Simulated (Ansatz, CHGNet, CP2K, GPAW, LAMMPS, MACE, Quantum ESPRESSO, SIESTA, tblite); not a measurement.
# CP2K on amorphous Ge (61 atoms): settings against a plane-wave reference, part 3 of 4

How do the settings of CP2K change the result for amorphous Ge (61 atoms)? A plane-wave run serves as the yardstick.

Program: CP2K 2026.2; the method stands at each step. Banners, paths, timers and routine set-up lines are dropped from the logs unmarked, and long logs keep their key lines alone; longer cuts are marked.

So far. Step 6 (r2SCAN, SCAN potentials, DZVP-UZH(SCAN), 600/50 Ry …): Against the first run (4.7 %), the force difference from the reference is 31 %, at 3.2 times the CPU time; the model has changed, so this is no error of the program alone. Step 7 (PBE, DZVP-UZH, 350/20 Ry, diagonalisation): Against the first run (4.7 %), the force difference from the reference is 4.9 %, at 0.67 times the CPU time: the change moves forces by 8.2 meV/Å r.m.s., so most of the difference comes from elsewhere.

## 8. PBE, DZVP-UZH, 489/50 Ry, diagonalisation

Method: Kohn-Sham DFT, PBE, GTH-PBE pseudopotentials, Gaussian and plane waves, DZVP-MOLOPT (UZH set), diagonalisation.

File input.inp:

```
&GLOBAL
  PROJECT cell
  RUN_TYPE ENERGY_FORCE
  PRINT_LEVEL LOW
&END GLOBAL
&FORCE_EVAL
  METHOD QS
  STRESS_TENSOR ANALYTICAL
  &DFT
    BASIS_SET_FILE_NAME BASIS_MOLOPT_UZH
    POTENTIAL_FILE_NAME POTENTIAL_UZH
    &MGRID
      CUTOFF 489
      REL_CUTOFF 50
    &END MGRID
    &QS
      EPS_DEFAULT 1.0E-12
    &END QS
    &SCF
      SCF_GUESS ATOMIC
      EPS_SCF 1.0E-06
      MAX_SCF 200
      ADDED_MOS 27
      &DIAGONALIZATION
        ALGORITHM STANDARD
      &END DIAGONALIZATION
      &SMEAR ON
        METHOD FERMI_DIRAC
        ELECTRONIC_TEMPERATURE [K] 580
      &END SMEAR
      &MIXING
        METHOD BROYDEN_MIXING
        ALPHA 0.15
        NBROYDEN 8
      &END MIXING
      &PRINT
        &RESTART OFF
        &END RESTART
      &END PRINT
    &END SCF
    &XC
      &XC_FUNCTIONAL PBE
      &END XC_FUNCTIONAL
    &END XC
    &PRINT
      &MULLIKEN ON
      &END MULLIKEN
      &HIRSHFELD ON
        SHAPE_FUNCTION DENSITY
      &END HIRSHFELD
      &MO ON
        EIGENVALUES T
        OCCUPATION_NUMBERS T
        MO_INDEX_RANGE 111 134
        &EACH
          QS_SCF 0
        &END EACH
        ADD_LAST NUMERIC
      &END MO
    &END PRINT
  &END DFT
  &SUBSYS
    &CELL
      A 11.18750 0.00000 0.00000
      B 0.00000 11.18750 0.00000
      C 0.00000 0.00000 11.18750
    &END CELL
    &TOPOLOGY
      COORD_FILE_NAME structure.xyz
      COORD_FILE_FORMAT XYZ
    &END TOPOLOGY
    &KIND Ge
      BASIS_SET DZVP-MOLOPT-PBE-GTH-q4
      POTENTIAL GTH-PBE-q4
    &END KIND
  &END SUBSYS
  &PRINT
    &FORCES ON
    &END FORCES
    &STRESS_TENSOR ON
    &END STRESS_TENSOR
  &END PRINT
&END FORCE_EVAL
```

File structure.xyz:

```xyz
61

[... 61 atom lines left out: the same atoms as in the first run ...]
```

Launch:

```sh
$ OMP_NUM_THREADS=1 mpirun -np 4 cp2k.psmp -i input.inp > output.txt
```

Numbers of over 12 decimals in the logs are rounded to 6 here.

The log of the run:

```text
CP2K| version string:                                       CP2K version 2026.2
 CP2K| Input file name                                                 input.inp
 GLOBAL| Basis set file name                                    BASIS_MOLOPT_UZH
 GLOBAL| Potential file name                                       POTENTIAL_UZH
 GLOBAL| Run type                                                   ENERGY_FORCE
 GLOBAL| Total number of message passing processes                             4
 GLOBAL| Number of threads for this process                                    1
[... lines left out ...]
                        Smear method:                                FERMI_DIRAC
[... lines left out ...]
 Number of electrons:                                                        244
[... lines left out ...]
  Step     Update method      Time    Convergence         Total energy    Change
[... lines left out ...]
  *** SCF run converged in    17 steps ***
[... lines left out ...]
  Fermi energy:                                                 0.156307
  Total energy:                                              -239.017403
  Total energy (extrapolated to T->0):                       -239.014836
[... lines left out ...]
 MO| E(Fermi):            0.156307 a.u.          4.253318 eV
[... lines left out ...]
     61       Ge     1       4.000          4.021                        -0.021
  Total Charge                                                           -0.000
 !-----------------------------------------------------------------------------!
 ENERGY| Total FORCE_EVAL ( QS ) energy [hartree]           -239.017382
 FORCES| Atomic forces [hartree/bohr]
 FORCES|   Atom     x               y               z               |f|
 FORCES|      1 -3.66046410E-03  9.48925923E-03  1.71810173E-02   1.99657806E-02
 FORCES|      2 -1.66758775E-02 -4.12121852E-03 -1.41670454E-02   2.22659944E-02
 FORCES|      3  1.57635991E-02  3.29795390E-04  1.61274661E-02   2.25542675E-02
[...]
FORCES|     60 -3.13286396E-03  3.87728336E-04 -3.35778605E-03   4.60867627E-03
 FORCES|     61  3.50847381E-03  4.40493158E-03  1.04868355E-02   1.19032151E-02
 FORCES| Sum     2.57038198E-08 -7.92517799E-09  1.91600779E-07
 FORCES| Total atomic force                                       1.93479594E-07
 STRESS| Analytical stress tensor [bar]
 STRESS|                        x                   y                   z
 STRESS|      x        4.01060310438E+04   1.40053707470E+03  -2.46697455842E+03
 STRESS|      y        1.40053707470E+03   4.34601170454E+04  -4.83484215722E+02
 STRESS|      z       -2.46697455842E+03  -4.83484215722E+02   5.60013449563E+04
 STRESS| 1/3 Trace                                             4.65224976818E+04
```

The job ended after 42 s (4 MPI ranks of Arm Neoverse V2, shared host; peak memory 3.9 GiB; 2.8 min of CPU time).

Compared with the plane-wave run:

```yaml
r_m_s_force_component: 0.6365 eV/Å
r_m_s_difference_of_force_components: 30.13 meV/Å
longest_difference_of_force_vectors: 110.7 meV/Å
force_difference_over_r_m_s_force: 4.728 %
slope_of_forces_against_the_reference_s: 0.9978
correlation_of_force_components: 0.9989
pressure: 4.652 GPa
pressure_difference: 0.6106 GPa
energy_less_the_same_level_run_s: 0 meV/atom
r_m_s_force_difference_from_the_same_level_run: 0.007 meV/Å
```

Against the first run (4.7 %), the force difference from the reference is 4.7 %, at 1.5 times the CPU time (on 4 against 2 cores): the change moves forces by under 0.01 meV/Å r.m.s., so most of the difference comes from elsewhere.

## 9. PBE+D4, DZVP-UZH, 350/50 Ry, diagonalisation

Method: Kohn-Sham DFT, PBE+D4, GTH-PBE pseudopotentials, Gaussian and plane waves, DZVP-MOLOPT (UZH set), diagonalisation.

Changes to input.inp since step 8:

```diff
@@ -12,3 +12,3 @@
     &MGRID
-      CUTOFF 489
+      CUTOFF 350
       REL_CUTOFF 50
@@ -43,2 +43,9 @@
       &END XC_FUNCTIONAL
+      &VDW_POTENTIAL
+        POTENTIAL_TYPE PAIR_POTENTIAL
+        &PAIR_POTENTIAL
+          TYPE DFTD4
+          REFERENCE_FUNCTIONAL PBE
+        &END PAIR_POTENTIAL
+      &END VDW_POTENTIAL
     &END XC
@@ -67,6 +74,5 @@
     &END CELL
-    &TOPOLOGY
-      COORD_FILE_NAME structure.xyz
-      COORD_FILE_FORMAT XYZ
-    &END TOPOLOGY
+    &COORD
+[... 61 atom lines left out: the same atoms as in the first run ...]
+    &END COORD
     &KIND Ge
```

Launch:

```sh
$ OMP_NUM_THREADS=2 cp2k.psmp -i input.inp > output.txt
```

The log of the run:

```text
CP2K| version string:                                       CP2K version 2026.2
 CP2K| Input file name                                                 input.inp
 GLOBAL| Basis set file name                                    BASIS_MOLOPT_UZH
 GLOBAL| Potential file name                                       POTENTIAL_UZH
 GLOBAL| Run type                                                   ENERGY_FORCE
 GLOBAL| Total number of message passing processes                             1
 GLOBAL| Number of threads for this process                                    2
 TOTAL NUMBERS AND MAXIMUM NUMBERS
  Total number of            - Atomic kinds:                                   1
                             - Atoms:                                         61
[... lines left out ...]
                        Smear method:                                FERMI_DIRAC
[... lines left out ...]
 Number of electrons:                                                        244
[... lines left out ...]
  Step     Update method      Time    Convergence         Total energy    Change
[... lines left out ...]
  *** SCF run converged in    17 steps ***
[... lines left out ...]
  Fermi energy:                                                 0.156307
  Total energy:                                              -239.734603
  Total energy (extrapolated to T->0):                       -239.732037
[... lines left out ...]
 MO| E(Fermi):            0.156307 a.u.          4.253318 eV
[... lines left out ...]
 !-----------------------------------------------------------------------------!
 !-----------------------------------------------------------------------------!
                           Hirshfeld Charges
  #Atom  Element  Kind  Ref Charge     Population                    Net charge
      1       Ge     1       4.000          4.005                        -0.005
      2       Ge     1       4.000          3.982                         0.018
      3       Ge     1       4.000          4.016                        -0.016
[...]
60       Ge     1       4.000          4.013                        -0.013
     61       Ge     1       4.000          4.021                        -0.021
  Total Charge                                                           -0.000
 !-----------------------------------------------------------------------------!
 ENERGY| Total FORCE_EVAL ( QS ) energy [hartree]           -239.734583
 FORCES| Atomic forces [hartree/bohr]
 FORCES|   Atom     x               y               z               |f|
 FORCES|      1 -3.94982980E-03  9.05995790E-03  1.69854912E-02   1.96517405E-02
 FORCES|      2 -1.64713300E-02 -4.09235977E-03 -1.41075925E-02   2.20698049E-02
 FORCES|      3  1.59647754E-02  1.74796900E-04  1.59795123E-02   2.25887011E-02
[...]
FORCES|     60 -3.19579989E-03  1.78686648E-04 -3.29181586E-03   4.59141781E-03
 FORCES|     61  3.26194533E-03  4.58463015E-03  1.04325826E-02   1.18531810E-02
 FORCES| Sum     1.67186785E-07 -2.12834572E-07 -1.16679719E-06
 FORCES| Total atomic force                                       1.19777529E-06
 STRESS| Analytical stress tensor [bar]
 STRESS|                        x                   y                   z
 STRESS|      x        2.07591660509E+04   1.31639411879E+03  -2.75627803616E+03
 STRESS|      y        1.31639411879E+03   2.33211752264E+04  -5.83463632234E+02
 STRESS|      z       -2.75627803616E+03  -5.83463632234E+02   3.66845629430E+04
 STRESS| 1/3 Trace                                             2.69216347401E+04
```

Elapsed: 65 s, on 2 threads; peak memory 1.6 GiB; 1.9 min of CPU time.

Numbers from this run, and their distance from the reference:

- r.m.s. force component: 0.6294 eV/Å
- r.m.s. difference of force components: 51.92 meV/Å
- longest difference of force vectors: 274.9 meV/Å
- force difference over r.m.s. force: 8.148 %
- slope of forces against the reference's: 0.9846
- correlation of force components: 0.9967
- pressure: 2.692 GPa
- pressure difference: -1.349 GPa

Against the first run (4.7 %), the force difference from the reference is 8.1 %, at 1.0 times the CPU time; the model has changed, so this is no error of the program alone.

## 10. PBE, DZVP-UZH, 175/50 Ry, diagonalisation

Method: Kohn-Sham DFT, PBE, GTH-PBE pseudopotentials, Gaussian and plane waves, DZVP-MOLOPT (UZH set), diagonalisation.

Changes to input.inp since step 9:

```diff
@@ -12,3 +12,3 @@
     &MGRID
-      CUTOFF 350
+      CUTOFF 175
       REL_CUTOFF 50
@@ -43,9 +43,2 @@
       &END XC_FUNCTIONAL
-      &VDW_POTENTIAL
-        POTENTIAL_TYPE PAIR_POTENTIAL
-        &PAIR_POTENTIAL
-          TYPE DFTD4
-          REFERENCE_FUNCTIONAL PBE
-        &END PAIR_POTENTIAL
-      &END VDW_POTENTIAL
     &END XC
@@ -75,2 +68,3 @@
     &COORD
+      SCALED
 [... 61 atom lines left out: the same atoms as in the first run ...]
```

The log of the run:

```text
CP2K| version string:                                       CP2K version 2026.2
 CP2K| Input file name                                                 input.inp
 GLOBAL| Basis set file name                                    BASIS_MOLOPT_UZH
 GLOBAL| Potential file name                                       POTENTIAL_UZH
 GLOBAL| Run type                                                   ENERGY_FORCE
 GLOBAL| Total number of message passing processes                             1
 GLOBAL| Number of threads for this process                                    2
[... lines left out ...]
                        Smear method:                                FERMI_DIRAC
[... lines left out ...]
 Number of electrons:                                                        244
[... lines left out ...]
  Step     Update method      Time    Convergence         Total energy    Change
[... lines left out ...]
  *** SCF run converged in    17 steps ***
[... lines left out ...]
  Fermi energy:                                                 0.156306
  Total energy:                                              -239.017405
  Total energy (extrapolated to T->0):                       -239.014839
[... lines left out ...]
 MO| E(Fermi):            0.156306 a.u.          4.253316 eV
[... lines left out ...]
     61       Ge     1       4.000          4.021                        -0.021
  Total Charge                                                           -0.000
 !-----------------------------------------------------------------------------!
 ENERGY| Total FORCE_EVAL ( QS ) energy [hartree]           -239.017385
 FORCES| Atomic forces [hartree/bohr]
 FORCES|   Atom     x               y               z               |f|
 FORCES|      1 -3.65552806E-03  9.49239204E-03  1.71747216E-02   1.99609482E-02
 FORCES|      2 -1.66746237E-02 -4.12542454E-03 -1.41626424E-02   2.22630332E-02
 FORCES|      3  1.57628537E-02  3.33264457E-04  1.61288430E-02   2.25547821E-02
[...]
FORCES|     60 -3.12929256E-03  3.91745584E-04 -3.36115867E-03   4.60904807E-03
 FORCES|     61  3.51090058E-03  4.39907826E-03  1.04824454E-02   1.18978979E-02
 FORCES| Sum    -2.75567250E-05 -2.99915575E-06 -5.16806778E-05
 FORCES| Total atomic force                                       5.86452085E-05
 STRESS| Analytical stress tensor [bar]
 STRESS|                        x                   y                   z
 STRESS|      x        4.01060040479E+04   1.40057717718E+03  -2.46700130023E+03
 STRESS|      y        1.40057717718E+03   4.34599386595E+04  -4.83465303733E+02
 STRESS|      z       -2.46700130023E+03  -4.83465303733E+02   5.60010816160E+04
 STRESS| 1/3 Trace                                             4.65223414411E+04
```

The job ended after 44 s (2 threads; peak memory 0.84 GiB).

Against the reference:

```yaml
r_m_s_force_component: 0.6365 eV/Å
r_m_s_difference_of_force_components: 30.13 meV/Å
longest_difference_of_force_vectors: 110.6 meV/Å
force_difference_over_r_m_s_force: 4.729 %
slope_of_forces_against_the_reference_s: 0.9978
correlation_of_force_components: 0.9989
pressure: 4.652 GPa
pressure_difference: 0.6106 GPa
energy_less_the_same_level_run_s: -0.0011 meV/atom
r_m_s_force_difference_from_the_same_level_run: 0.185 meV/Å
```

This is a coarse setting, run to see what it loses.

Against the first run (4.7 %), the force difference from the reference is 4.7 %, at 0.74 times the CPU time: the change moves forces by 0.18 meV/Å r.m.s., so most of the difference comes from elsewhere.

[end of part 3 of 4]

[Also dropped from logs without a mark: logging warnings of Python, and SIESTA's first energy breakdown and zero terms.]

[Logs are printed without paths, hosts, clocks, repeated set-up lines and the standing remarks that a program may print on its own settings, such as how far it seeks lower states.]

[Hosts, paths, dates, database ids (printed as entryN), source tags and the programs' standing remarks are cut or masked in the printed files.]
